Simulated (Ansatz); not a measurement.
# P (layered bulk) (P6_3/mmc): band gap by G0W0 on PBEsol, part 3 of 3

Wanted: the gap of P (layered bulk) (P6_3/mmc) with a many-body correction, and the time that it takes.

Ansatz 0.2.0; PBEsol, then G0W0 on it, plane waves, PAW. Known limits of the many-body steps: finite bands, screening cutoff and k mesh; no spin-orbit coupling in G0W0.

So far. Step 2 (Relaxation): The program's warnings for this run: band table not solved further. Step 3 (Bands along the symmetry lines): Over mesh and path the gap is 0.616 eV, from k = (0.133, 0.133, 0.000) to k = (0.350, 0.000, 0.000). The least direct gap found is 1.144 eV, at k = (0.300, 0.000, 0.000). The relaxed cell has a = 3.209, c = 9.958 Å (conventional setting).

In doubt: masses and optical values from hybrid runs of this build are listed as unsure (in some of the runs), which bears on the screening that GW takes from such a start.

**4. The quasiparticle correction**

G0W0 replaces the xc potential by a self-energy built once from the orbitals of the start. Levels are corrected in the window of bands that the input names, at points of the mesh.

This step: G0W0 on PBEsol, plane waves, PAW; PAW set soft_1.

The input, input.yaml:

```yaml
crystal:
  lattice:
    - [3.2086351658, 0.0, 0.0]
    - [-1.6043175829, 2.778759565, 0.0]
    - [0.0, 0.0, 9.9577943118]
  atoms:
    - { symbol: P, position: [0.3333333333, 0.6666666667, 0.3127686762] }
    - { symbol: P, position: [0.6666666667, 0.3333333333, 0.1872313238] }
    - { symbol: P, position: [0.6666666667, 0.3333333333, 0.8127686762] }
    - { symbol: P, position: [0.3333333333, 0.6666666667, 0.6872313238] }
kpoints:
  mp_grid: { grid: [9, 9, 2] }
hamiltonian:
  xc: pbesol
  pseudopotentials: { kind: paw, azcp: { folder: soft_1 }, xc_functional: pbe }
scf:
  occupations: { method: fixed }
gw:
  n_empty_bands: 370
  ecut_chi: 150.0
  qp_bands: [v2, c2]
  qp_kpoints: band_edges
  screening: { model: contour_deformation }
```

Command:

```sh
ansatz run input.yaml --threads 3 --pin off --max-ram 92160MiB --backend cuda --events-out ev --progress --plain --runs-dir out --devices 1 --max-vram 13GiB
```

Numbers of over 12 decimals in the logs are rounded to 6 here.

Output:

```text
GPUs: using 1 of 1 available (devices: 1).
[...]
GPU FFT provider: cuFFT
GPU libraries: cuBLAS 13.8.2, cuFFT 12.4.0, cuSOLVER 12.3.4
Crystal: 4 atoms, lattice volume = 88.784 Å³
Basis set: ecut = 420 eV, 1761 PW (Γ)
Bands: 14, of which v1, the nominal top of the filled ones, is band 10 counted from 1 (9 counted from 0)
Symmetry: 24 space group operations
[...]
k-points: 24 of 162
[...]
GPU buffer pool allocated for 41472 grid points (all kernels)
[...]
SCF iter   1: F=—  HF=-2960.098775 eV  |F-HF|=—  |Δ(HF+E_count)|=         —  Δρ=3.56e-2  dr2=8.60e-1  ethr=3.10e-3  ⟨swp⟩=5.2  Hψ=2078  notcnv=0  defer=35
[...]
SCF iter   6: F=-2959.822532 eV  HF=-2959.822532 eV  |F-HF|=5.41e-8  |Δ(HF+E_count)|=   2.15e-7  Δρ=8.45e-6  dr2=4.06e-8  ethr=5.00e-10  ⟨swp⟩=9.2  Hψ=2035  notcnv=0
SCF 1 converged in 6 iterations: F = -2959.822532 eV  dr2 = 4.06e-8
[...]
the band table was solved once the SCF had ended and its energy, with any forces and stress, was formed, with the checks that follow a solve (2388 applications of the Hamiltonian). They found nothing against the state; the energy, forces and stress were not computed again (output.eigenvalues in the input reference)
[...]
NSCF: frozen V_eff on 24 k-points
G₀W₀ screening: q 1/24
[... further progress lines ...]
[...]
SCF converged after 6 iterations
Free energy (F): -2959.822532 eV
[...]
Internal energy: -2959.822532 eV  (E = F + TS)
E sigma→0 (E₀):  -2959.822532 eV
Fermi energy:    5.298740 eV
[...]
--- Band table (eV; the first three rows and the last of 24) ---
  k-point 0: bands = [... 6 lower, 4.5167, 4.5476, 4.5476, 5.1238, 8.4991, 8.4991, 8.5842, 8.5842]
  k-point 1: bands = [... 6 lower, 4.5321, 4.5321, 4.5321, 4.5321, 8.5414, 8.5414, 8.5414, 8.5414]
  k-point 2: bands = [... 6 lower, 3.0695, 4.0592, 4.0924, 5.2044, 7.9420, 8.0852, 9.0571, 9.1676]
  k-point 23: bands = [... 6 lower, 2.3210, 2.3210, 2.8781, 2.8781, 6.2986, 6.2986, 9.8075, 9.8075]
--- G₀W₀: contour deformation, 7 samples at zero and on the imaginary axis and 1 off it, 162 q-points, 370 empty bands' worth ---
  eigenvalues of the whole cell's RPA ε∞ on this k-mesh (on a slab, of 1 + 4πα/V) = 4.1771, 11.4519, 11.4519; static W/v taken at q = 0 is 0.124092
  gw.qp_kpoints: band_edges: 18 of 24 stored k-points solved, in 1 pass; an edge of the gap read off the rows below is read off those points alone
    valence top: of the k-points left out ik 14 came nearest to being solved in a further pass, in band 10 (counted from 1, as in the quasiparticle table): it holds the edge there only if its correction is more favourable than any solved in that band by at least 0.924 eV; those differ by 0.126 eV
    conduction bottom: of the k-points left out ik 14 came nearest to being solved in a further pass, in band 11 (counted from 1, as in the quasiparticle table): it holds the edge there only if its correction is more favourable than any solved in that band by at least 0.633 eV; those differ by 0.166 eV
    ik  band        ε_KS         Σx   Σc(E_QP)       V_xc       Z   E_QP_lin       E_QP  E_QP is
     0     9      4.5476   -16.7046     0.8940   -15.2811  0.7585     4.0145     4.0181  root
     0    10      5.1238   -15.3242     1.2592   -13.4106  0.7407     4.4624     4.4694  root
     0    11      8.4991    -8.8735    -4.7410   -13.9681  0.7369     8.8551     8.8526  root
     0    12      8.4991    -8.8735    -4.7410   -13.9681  0.7369     8.8551     8.8526  root
     1     9      4.5321   -16.6898     0.8973   -15.2624  0.7582     3.9983     4.0020  root
     1    10      4.5321   -16.6898     0.8973   -15.2624  0.7582     3.9983     4.0020  root
     1    11      8.5414    -8.8951    -4.7538   -14.0048  0.7364     8.8998     8.8974  root
     1    12      8.5414    -8.8951    -4.7538   -14.0048  0.7364     8.8998     8.8974  root
     2     9      4.0924   -16.6018     1.0333   -15.0384  0.7551     3.5582     3.5624  root
     2    10      5.2044   -15.3843     1.1919   -13.5428  0.7417     4.5483     4.5548  root
     2    11      7.9420    -8.9509    -4.5075   -13.7906  0.7465     8.2760     8.2742  root
     2    12      8.0852    -8.9375    -4.5763   -13.8636  0.7455     8.4371     8.4351  root
     3     9      4.0757   -16.5848     1.0370   -15.0173  0.7548     3.5410     3.5452  root
     3    10      4.0757   -16.5848     1.0370   -15.0173  0.7548     3.5410     3.5452  root
     3    11      8.0117    -8.9514    -4.5355   -13.8265  0.7463     8.3534     8.3514  root
     3    12      8.0117    -8.9514    -4.5355   -13.8265  0.7463     8.3534     8.3514  root
     4     9      3.2808   -16.6792     1.3688   -14.7636  0.7470     2.7287     2.7340  root
     4    10      5.2833   -15.7200     1.0832   -13.9995  0.7426     4.6402     4.6460  root
     4    11      6.8213    -8.8872    -4.0451   -13.2052  0.7606     7.0953     7.0942  root
     4    12      7.1526    -8.7534    -4.2371   -13.3109  0.7574     7.4746     7.4729  root
     5     9      4.2325   -14.7700     1.5067   -12.6073  0.7325     3.5655     3.5766  root
     5    10      4.2325   -14.7700     1.5067   -12.6073  0.7325     3.5655     3.5766  root
     5    11      6.9690    -8.8364    -4.1286   -13.2604  0.7594     7.2657     7.2644  root
     5    12      6.9690    -8.8364    -4.1286   -13.2604  0.7594     7.2657     7.2644  root
     6     9      3.4574   -15.1211     1.8450   -12.6096  0.7219     2.7829     2.7909  root
     6    10      4.7219   -15.8188     1.0431   -14.1937  0.7403     4.1346     4.1399  root
     6    11      5.9633    -8.1233    -3.7216   -12.0593  0.7711     6.1781     6.1776  root
     6    12      6.6898    -8.6362    -3.9711   -12.8756  0.7634     6.9593     6.9581  root
     7     9      4.1248   -15.5589     1.4458   -13.4825  0.7313     3.4850     3.4943  root
     7    10      4.1248   -15.5589     1.4458   -13.4825  0.7313     3.4850     3.4943  root
     7    11      6.3272    -8.3577    -3.8625   -12.4684  0.7675     6.5762     6.5754  root
     7    12      6.3272    -8.3577    -3.8625   -12.4684  0.7675     6.5762     6.5754  root
     8     9      2.7295   -15.2903     1.9947   -12.6844  0.7106     2.1108     2.1183  root
     8    10      3.6132   -15.5721     1.4611   -13.5423  0.7278     3.0372     3.0445  root
     8    11      6.1258    -7.9970    -3.8146   -12.0416  0.7719     6.3564     6.3557  root
     8    12      6.5632    -8.2110    -4.0959   -12.6124  0.7686     6.8701     6.8687  root
     9     9      3.1757   -15.3641     1.6809   -13.0964  0.7222     2.5819     2.5889  root
     9    10      3.1757   -15.3641     1.6809   -13.0964  0.7222     2.5819     2.5889  root
     9    11      6.3973    -8.2357    -4.0018   -12.5196  0.7697     6.6804     6.6793  root
     9    12      6.3973    -8.2357    -4.0018   -12.5196  0.7697     6.6804     6.6793  root
[...]
21     9      3.3271   -15.8626     1.7095   -13.5439  0.7233     2.7111     2.7179  root
    21    10      3.3271   -15.8626     1.7095   -13.5439  0.7233     2.7111     2.7179  root
    21    11      6.8892    -7.5520    -3.9017   -11.6706  0.7570     7.1068     7.1060  root
    21    12      6.8892    -7.5520    -3.9017   -11.6706  0.7570     7.1068     7.1060  root
    22     9      2.9970   -16.4081     1.9237   -13.8853  0.7147     2.3903     2.3979  root
    22    10      2.9970   -16.4081     1.9237   -13.8853  0.7147     2.3903     2.3979  root
    22    11      5.9413    -7.0551    -3.6128   -10.8677  0.7676     6.1416     6.1412  root
    22    12      6.7392    -7.6616    -3.9420   -11.8665  0.7550     7.0033     7.0021  root
    23     9      2.8781   -16.1757     1.9107   -13.6628  0.7199     2.2688     2.2759  root
    23    10      2.8781   -16.1757     1.9107   -13.6628  0.7199     2.2688     2.2759  root
    23    11      6.2986    -7.2818    -3.7495   -11.2566  0.7632     6.5246     6.5239  root
    23    12      6.2986    -7.2818    -3.7495   -11.2566  0.7632     6.5246     6.5239  root
```

It took 40 s on 1 × NVIDIA H100 80GB HBM3 (shared by 6 runs) with 3 threads of AMD EPYC 7R13 (Zen 3), shared host; peak memory 1.8 GiB; 65 s of CPU time.

This step gave:

```yaml
bands_summed: 380
rpa_eps_infinity_on_this_mesh_eigenvalues: 4.177, 11.45, 11.45
plane_waves_in_the_screening_matrix: 361
q_points_in_the_mesh: 162
g0w0_gap_over_the_corrected_points: 1.485 eV
k_of_the_valence_top: 0.1111, 0.1111, 0
k_of_the_conduction_bottom: 0.3333, 0.3333, 0
starting_gap_on_the_mesh: 0.6426 eV
z_at_the_valence_top: 0.7427
z_at_the_conduction_bottom: 0.7676
least_direct_g0w0_gap_over_the_corrected_points: 2.038 eV
```

Over 18 of 24 irreducible mesh points the G0W0 gap is 1.485 eV, from k = (0.111, 0.111, 0.000) to k = (0.333, 0.333, 0.000). The PBEsol gap of this run on the mesh is 0.643 eV. The two states that bound the G0W0 gap lie that far apart at the start, so the correction of the gap is 1.485 − 0.643 = +0.842 eV. The start of this run differs from the step before in mesh (12×12×2 and 9×9×2).

Labels follow the order of the start: v1 is the top filled band, c1 the lowest empty one; levels that stay degenerate share a row, the window can cut a multiplet, doubted levels are not marked in this list, bands outside the window were not corrected, and the list may be a part of the corrected levels. The levels before and after the correction (eV, zero at the valence-band top of each column):

|  | conduction bottom | valence top |
| --- | --- | --- |
| Kohn-Sham | 0.64 | 0.00 |
| G0W0 | 1.48 | 0.00 |

|  | level | occupation | energy (eV) |
| --- | --- | --- | --- |
| Kohn-Sham | (0.111 0.111 0) v2 | 2 | -2.160 |
| Kohn-Sham | (0.111 0.111 0) v1 | 2 | 0.000 |
| Kohn-Sham | (0.111 0.111 0) c1 | 0 | 2.706 |
| Kohn-Sham | (0.111 0.111 0) c2 | 0 | 3.060 |
| Kohn-Sham | (0.333 0.333 0) v2-v1 | 2 | -2.302 |
| Kohn-Sham | (0.333 0.333 0) c1 | 0 | 0.643 |
| Kohn-Sham | (0.333 0.333 0) c2 | 0 | 1.440 |
| G0W0 | (0.111 0.111 0) v2 | 2 | -2.189 |
| G0W0 | (0.111 0.111 0) v1 | 2 | 0.000 |
| G0W0 | (0.111 0.111 0) c1 | 0 | 3.596 |
| G0W0 | (0.111 0.111 0) c2 | 0 | 3.992 |
| G0W0 | (0.333 0.333 0) v2-v1 | 2 | -2.259 |
| G0W0 | (0.333 0.333 0) c1 | 0 | 1.485 |
| G0W0 | (0.333 0.333 0) c2 | 0 | 2.345 |

The parts of the quasiparticle energy for the two states that bound the G0W0 gap, in eV on the run's own scale (QP = start + Σx + Σc − Vxc, with Σc at the quasiparticle energy):

| edge | k | band | start | Σx | Σc | Vxc | Z | QP |
| --- | --- | --- | --- | --- | --- | --- | --- | --- |
| valence top | (0.111, 0.111, 0.000) | 10 | 5.299 | −15.572 | 1.102 | −13.828 | 0.743 | 4.657 |
| conduction bottom | (0.333, 0.333, 0.000) | 11 | 5.941 | −7.055 | −3.613 | −10.868 | 0.768 | 6.141 |

**5. Side by side**

Each gap is the least one over the points named; times are wall times on shared hosts, not benchmarks. A G0W0 time includes the run's own self-consistent start. Rows marked * are further runs, not shown as steps, whose inputs differ from the G0W0 step on the same start in the columns given; solver thresholds can differ too.

| level | mesh | files, cutoff | bands summed, screening | points | gap (eV) | valence top | conduction bottom | least direct gap (eV) | time |
| --- | --- | --- | --- | --- | --- | --- | --- | --- | --- |
| PBEsol | 12×12×2 | soft_1 PAW, 420 eV | - | mesh and path | 0.616 | (0.133, 0.133, 0.000) | (0.350, 0.000, 0.000) | 1.144 | 5.8 s |
| G0W0@PBEsol* | 9×9×2 | soft_1 PAW, 420 eV | 103, 60 eV | 18 of 24 irreducible mesh points | 1.310 | (0.111, 0.111, 0.000) | (0.333, 0.333, 0.000) | 1.917 | 18 s |
| G0W0@PBEsol | 9×9×2 | soft_1 PAW, 420 eV | 380, 150 eV | 18 of 24 irreducible mesh points | 1.485 | (0.111, 0.111, 0.000) | (0.333, 0.333, 0.000) | 2.038 | 40 s |

**6. Results**

| Property | Result |
| --- | --- |
| PBEsol gap over mesh and path | 0.616 eV, from k = (0.133, 0.133, 0.000) to k = (0.350, 0.000, 0.000) |
| G0W0@PBEsol gap over 18 of 24 irreducible mesh points | 1.485 eV, from k = (0.111, 0.111, 0.000) to k = (0.333, 0.333, 0.000) |
| GW settings | 9×9×2 mesh, 370 empty bands, screening to 150 eV, PAW set soft_1 files |
| known limits | finite bands, screening cutoff and k mesh; no spin-orbit coupling in G0W0 |

**Reading.** Over 18 of 24 irreducible mesh points the G0W0 gap is 1.485 eV, from k = (0.111, 0.111, 0.000) to k = (0.333, 0.333, 0.000). The PBEsol gap of this run on the mesh is 0.643 eV. The two states that bound the G0W0 gap lie that far apart at the start, so the correction of the gap is 1.485 − 0.643 = +0.842 eV. The valence state moves by 4.657 − 5.299 = −0.642 eV and the conduction state by 6.141 − 5.941 = +0.200 eV, on the run's own scale; with 103 bands the edge states move by −0.211 and +0.456 eV, so the split between the edges depends on the bands and cutoff. Over mesh and path, PBEsol puts the valence top at k = (0.133, 0.133, 0.000) and conduction bottom at k = (0.350, 0.000, 0.000), where no G0W0 correction was computed. The G0W0 gap over the whole zone is therefore not known from this run; at its settings it can only be equal to or under the 1.485 eV found, and no correction is carried over from another point. For the start itself the gap is 0.616 eV over mesh and path and 0.643 eV on the mesh of the G0W0 run, in runs that differ in mesh (12×12×2 and 9×9×2). From 103 bands and 60 eV to 380 bands and 150 eV the gap moves by 1.485 − 1.310 = +0.175 eV; bands and screening cutoff rise together, so their parts are not told apart. Two runs can't test a law of convergence, so the limit is not known. G0W0 on other starts in this series, not shown as steps and not all at these settings: 1.767 eV on HSE06 (9×9×2, soft_1 PAW, 182 bands, 90 eV). The G0W0 runs are scalar-relativistic. No pair of G0W0 runs that differ in the mesh alone is shown (9×9×2 is a supercell whose nearest images lie 20 Å apart), so the error from the mesh is not known here. G0W0 is shown with one set of atomic data (soft_1 PAW), so the error from the files is not known here.

[Paths, hosts, dates, memory and timing lines, banners, echoed tables and standing remarks are left out of the program output.]

[Logs are printed without paths, hosts, clocks, repeated set-up lines and the standing remarks that a program may print on its own settings, such as how far it seeks lower states.]

[Runs of the session that timed out or met a known fault of the program may be left out.]

[Cells called generated may have been cut or substituted from an entry of the Crystallography Open Database or the Materials Project.]

[Hosts, paths, dates, database ids (printed as entryN), source tags and the programs' standing remarks are cut or masked in the printed files.]

[Where an RPA ε∞ is given, it is that of the G0W0 mesh and is not shown converged in it. Names of k-points follow the symmetry that the program found, which can be lower than the space group named. Band edges on a path are those of the sampled points; other points can move an edge, and change direct to indirect where valleys lie close.]

[Hybrid gaps are those of their k-mesh and are not shown converged in it.]
